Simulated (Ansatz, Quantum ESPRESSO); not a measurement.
# Si3Mo (Pm-3m): zone-centre phonons, part 3 of 3

Aim: the zone-centre modes of Si3Mo (Pm-3m).

Quantum ESPRESSO 7.5; DFT PBE, scalar-relativistic, plane waves, SPMS norm-conserving pseudopotentials.

So far, lowest optical zone-centre mode (cm⁻¹): step 6 (zone-centre analysis) -80.6; step 7 (ASR crystal) -80.6.

The structure was built from a prototype and need not be the compound's stable phase.

### Step 9. Cross-check with Ansatz

The same cell goes through another code, with its own cutoff. The potentials differ. Its k mesh is centred on Γ.

This step: DFT PBE, scalar-relativistic, plane waves, PseudoDojo norm-conserving pseudopotentials (Ansatz 0.2.0).

Input file input.yaml:

```yaml
crystal:
  lattice:
    - [3.817144273, 0.0, 0.0]
    - [0.0, 3.817144273, 0.0]
    - [0.0, 0.0, 3.817144273]
  atoms:
    - { symbol: Mo, position: [0.0, 0.0, 0.0] }
    - { symbol: Si, position: [0.0, 0.5, 0.5] }
    - { symbol: Si, position: [0.5, 0.0, 0.5] }
    - { symbol: Si, position: [0.5, 0.5, 0.0] }
kpoints:
  mp_grid: { grid: [8, 8, 8] }
hamiltonian:
  xc: pbe
  pseudopotentials: { kind: nc, accuracy: standard }
scf:
  occupations: { method: cold, width: 0.27211 }
output:
  eigenvalues: true
phonons:
  method: dfpt
```

Run with:

```bash
> ansatz run input.yaml --threads 4 --pin off --max-ram 8192MiB --backend cpu --events-out ev --progress --plain --runs-dir out
```

Numbers of over 12 decimals in the logs are rounded to 6 here.

Log:

```text
zone centre: on kpoints.mp_grid the ground state, and the responses unless they are solved on pairs of k-points, stand on 125 of the mesh's 512 k-points, reduced under 8 symmetry operations, with k and −k counted as one. Each operation leaves every solved displacement unchanged or reverses it
Engine: ansatz 0.2.0, aarch64-unknown-linux-gnu
Pseudopotentials: kind: nc
Pseudopotential: Mo, nc, valence charge 14, recommended cutoff 1088.45545 eV (normal), Mo.nc.azcp (PseudoDojo's, or run here from an input of PseudoDojo's; its table is named by hamiltonian.pseudopotentials.accuracy)
Pseudopotential: Si, nc, valence charge 4, recommended cutoff 489.804952 eV (normal), Si.nc.azcp (PseudoDojo's, or run here from an input of PseudoDojo's; its table is named by hamiltonian.pseudopotentials.accuracy)
Functional definition: PBE
  parameter kappa = 0.804
  parameter beta = 0.066725
  exchange = pbe_x(kappa = kappa, mu = beta*pi^2/3)
  correlation = pbe_c(beta = beta)
Crystal: 4 atoms, lattice volume = 55.618 Å³
Basis set: ecut = 1088.45545 eV, 4553 PW (Γ), exchange–correlation on 90×90×90 points (8 copies of the dense FFT grid, shifted against one another)
Bands: 17, of which v1, the nominal top of the filled ones, is band 13 counted from 1 (12 counted from 0)
Symmetry: 48 space group operations
k-points: 125 of 512 (irreducible under 8 space group operations)
Non-local potential: Mo, projectors of the file, l = 0: 2, l = 1: 2, l = 2: 2
Non-local potential: Si, projectors of the file, l = 0: 2, l = 1: 2, l = 2: 2
Initial density: superposition of atomic densities (chi_scale 0.1, normalization cell, long waves kept (reshape's long-wave potential 0.00 eV rms))
Initial wavefunctions: pseudopotential atomic-orbital guess
Functional: x = pbe(κ = 0.804, μ = 0.219515), c = pbe(β = 0.066725)
SCF iter   1: F=—  HF=-2257.820355 eV  |F-HF|=—  |Δ(HF+E_count)|=         —  Δρ=9.30e-2  dr2=8.60e0  ethr=3.10e-3  ⟨swp⟩=6.4  Hψ=25252  notcnv=0
automatic band count: the SCF goes on with 21 bands, as 17 were too few: they end inside the smearing window of the response
preconditioner: auto → Kerker (q_TF=auto, 2.404 Å⁻¹)  [metal: Δε(μ)=0.019 eV  Ē_g=8.851 eV  σ=0.272 eV  W_gap=0.05  n_scr=18 (ndim 8)  ℏωp=21.1 eV  f_vac=0.000  D(μ)=4.00/eV (n_scr^D=32)]
SCF iter   2: F=—  HF=-2256.468773 eV  |F-HF|=—  |Δ(HF+E_count)|=    1.35e0  S|Δr|=    0.00e0  Δρ=3.18e-2  dr2=6.44e-1  ethr=3.10e-3  ⟨swp⟩=3.0  Hψ=6692  notcnv=0  defer=164
SCF iter   3: F=—  HF=-2256.387728 eV  |F-HF|=—  |Δ(HF+E_count)|=   8.10e-2  S|Δr|=    0.00e0  Δρ=1.59e-2  dr2=1.06e-1  ethr=2.48e-3  ⟨swp⟩=1.0  Hψ=2971  notcnv=0  defer=161
SCF iter   4: F=—  HF=-2256.354798 eV  |F-HF|=—  |Δ(HF+E_count)|=   3.29e-2  S|Δr|=    0.00e0  Δρ=2.13e-3  dr2=4.03e-3  ethr=4.07e-4  ⟨swp⟩=2.5  Hψ=4246  notcnv=0  defer=158
SCF iter   5: F=—  HF=-2256.354196 eV  |F-HF|=—  |Δ(HF+E_count)|=   6.02e-4  S|Δr|=    0.00e0  Δρ=6.43e-4  dr2=2.79e-4  ethr=1.55e-5  ⟨swp⟩=2.3  Hψ=3302  notcnv=0  defer=158
SCF iter   6: F=—  HF=-2256.354159 eV  |F-HF|=—  |Δ(HF+E_count)|=   3.65e-5  S|Δr|=    0.00e0  Δρ=6.89e-5  dr2=1.49e-6  ethr=1.07e-6  ⟨swp⟩=1.5  Hψ=2597  notcnv=0  defer=158
SCF iter   7: F=—  HF=-2256.354123 eV  |F-HF|=—  |Δ(HF+E_count)|=   3.60e-5  S|Δr|=    0.00e0  Δρ=1.27e-5  dr2=7.47e-8  ethr=5.72e-9  ⟨swp⟩=2.7  Hψ=4519  notcnv=0  defer=158
SCF iter   8: F=—  HF=-2256.354123 eV  |F-HF|=—  |Δ(HF+E_count)|=   7.60e-9  S|Δr|=    0.00e0  Δρ=2.73e-6  dr2=6.67e-9  ethr=2.87e-10  ⟨swp⟩=2.8  Hψ=4237  notcnv=0  defer=158
SCF iter   9: F=—  HF=-2256.354123 eV  |F-HF|=—  |Δ(HF+E_count)|=  9.69e-10  S|Δr|=    0.00e0  Δρ=5.05e-7  dr2=2.03e-10  ethr=2.57e-11  ⟨swp⟩=1.8  Hψ=2993  notcnv=0  defer=158
SCF iter  10: F=-2256.354123 eV  HF=-2256.354123 eV  |F-HF|=6.82e-12  |Δ(HF+E_count)|=  3.27e-11  S|Δr|=    0.00e0  Δρ=9.55e-8  dr2=7.60e-12  ethr=1.00e-12  ⟨swp⟩=13.8  Hψ=16340  notcnv=0
SCF 1 converged in 10 iterations: F = -2256.354123 eV  dr2 = 7.60e-12
DFPT response loops at Γ: preconditioner auto → Kerker (q_TF=auto, 2.404 Å⁻¹) (partly filled bands, converged f_vac=0.000); β = 1.00, the filter's whole step (`scf.mixing.beta` (0.50) is not read by the response loops under this deck's `scf.mixing.preconditioner`; to damp them name `kerker` or `kerker_dos`, under which they read `scf.mixing.beta`, and type it under 1.00, their step now; both keys bind the ground state too); Broyden in place of MSR1
SCF converged after 10 iterations
Stability not checked: this state was not tested for a lower state beside it, because cold or Methfessel-Paxton smearing, or corrected tetrahedra, fill the levels in a way that the test cannot read (fill_not_monotonic; see scf.lower_state_search)
Free energy (F): -2256.354123 eV
Harris-Foulkes:  -2256.354123 eV  (|F-HF|=6.82e-12)
Internal energy: -2256.347288 eV  (E = F + TS)
E sigma→0 (E₀):  -2256.351845 eV
Entropy (-TS):   -0.006836 eV (-1.709 meV/atom)
Fermi energy:    14.716389 eV
--- Per-component energies (eV) ---
  E_band       = -41.077229
  E_kinetic    = 744.123026
  E_local      = -1538.175499  (includes V_loc(G=0)·N_el)
  E_nonlocal   = 276.652308
  E_hartree    = 453.003784
  E_xc         = -411.491124
  E_vxc        = -429.684737  (∫ρ·V_xc dr)
  E_ewald      = -1780.459782
  E_smearing   = -0.006836  (= −TS)
  E_closure    = 0.000000  (closes the sum)
  Σ components = -2256.354123   (vs F -2256.354123, Δ=0.00e0)
--- Band table (eV; the first three rows and the last of 125) ---
  k-point 0: bands = [... 9 lower, 10.2611, 13.2568, 13.2568, 13.2568, 14.6956, 16.9235, 16.9235, 17.4752, ... 4 higher]
  k-point 1: bands = [... 9 lower, 10.7769, 13.2404, 13.2404, 13.3041, 15.2560, 15.4642, 17.2029, 17.7727, ... 4 higher]
  k-point 2: bands = [... 9 lower, 11.6991, 13.3020, 13.3020, 13.4237, 13.8578, 15.9323, 17.8322, 17.8322, ... 4 higher]
  k-point 124: bands = [... 9 lower, 9.3865, 9.3865, 14.5324, 14.8442, 14.8442, 16.7649, 16.7649, 16.7649, ... 4 higher]
--- Phonons (Γ-DFPT): 3 representative perturbations + reference, on 125 of 512 k-points (Σ response iterations 9) ---
  k mesh reduced under 8 symmetry operations, with k and −k counted as one. Each operation leaves every solved displacement unchanged or reverses it
  ASR residual: 9.564e-5 → 0.000e0 eV/Å²; symmetrization residual: 1.966e-5 eV/Å²
  ASR residual per site (eV/Å²): 9.56e-5 3.19e-5 3.19e-5 3.19e-5
  Γ frequencies (cm⁻¹): -80.41 -80.41 -80.41 0.00 0.00 0.00 194.21 194.21 194.21 232.14 232.14 232.14
  non-analytic LO–TO correction: not included (Born effective charges unavailable; polar crystals: no LO–TO splitting at Γ)
```

Elapsed: 49 s, on 4 threads of Arm Neoverse V1, shared host; peak memory 1.9 GiB.

Numbers from this step:

```yaml
sum_rule_residual_before_enforcement: 9.56e-5 eV/Å²
highest_optical_zone_centre_mode_no_lo_to_term: 232.1 cm⁻¹
lowest_optical_zone_centre_mode: -80.41 cm⁻¹
```

### Step 10. The two compared: QE SPMS and Ansatz, PseudoDojo

Numbers from this step:

- root-mean-square difference: 0.17 cm⁻¹
- largest difference: 0.23 cm⁻¹

Frequencies side by side, by row:

| q (reciprocal lattice) | mode | QE SPMS (cm⁻¹) | Ansatz, PseudoDojo (cm⁻¹) |
| --- | --- | --- | --- |
| 0 0 0 | 1 | -80.64 | -80.41 |
| 0 0 0 | 2 | -80.64 | -80.41 |
| 0 0 0 | 3 | -80.64 | -80.41 |
| 0 0 0 | 4 | 0 | 0 |
| 0 0 0 | 5 | 0 | 0 |
| 0 0 0 | 6 | 0 | 0 |
| 0 0 0 | 7 | 194.4 | 194.2 |
| 0 0 0 | 8 | 194.4 | 194.2 |
| 0 0 0 | 9 | 194.4 | 194.2 |
| 0 0 0 | 10 | 232.2 | 232.1 |
| 0 0 0 | 11 | 232.2 | 232.1 |
| 0 0 0 | 12 | 232.2 | 232.1 |

At the zone centre the largest difference (acoustic modes at Γ apart) is 0.10 % of the highest mode.

### Step 11. Outcome

| Item | Value |
| --- | --- |
| space group after relaxation | Pm-3m |
| volume per atom | 13.9 Å³ |
| highest optical zone-centre mode (no LO-TO term) | 232.2 cm⁻¹ |
| lowest optical zone-centre mode | -80.6 cm⁻¹ |
| imaginary optical modes at the zone centre (no q mesh in this session) | yes |
| largest difference from Ansatz, PseudoDojo | 0.23 cm⁻¹ |

At the PBE level the optical modes of Si3Mo (Pm-3m) at the zone centre run from 81i to 232 cm⁻¹, so the structure is a saddle point, with 3 modes beyond 10i cm⁻¹ there. Of the 9 optical modes, 6 are infrared active alone and 3 are silent. QE SPMS and Ansatz, PseudoDojo agree to 0.23 cm⁻¹ (0.10 % of the highest mode compared) on all solved modes but the acoustic ones at Γ, without the LO-TO term. These are harmonic frequencies at zero temperature: anharmonic shifts and linewidths and thermal expansion are left out. In a metal the frequencies hang on the k mesh and the smearing, most of all near Kohn anomalies. The structure is a hypothetical one, built on a prototype.

[Host names and launcher messages were left out of these logs when they were recorded.]

[Logs are printed without paths, hosts, clocks, repeated set-up lines and the standing remarks that a program may print on its own settings, such as how far it seeks lower states.]

[Hosts, paths, dates, database ids (printed as entryN), source tags and the programs' standing remarks are cut or masked in the printed files.]
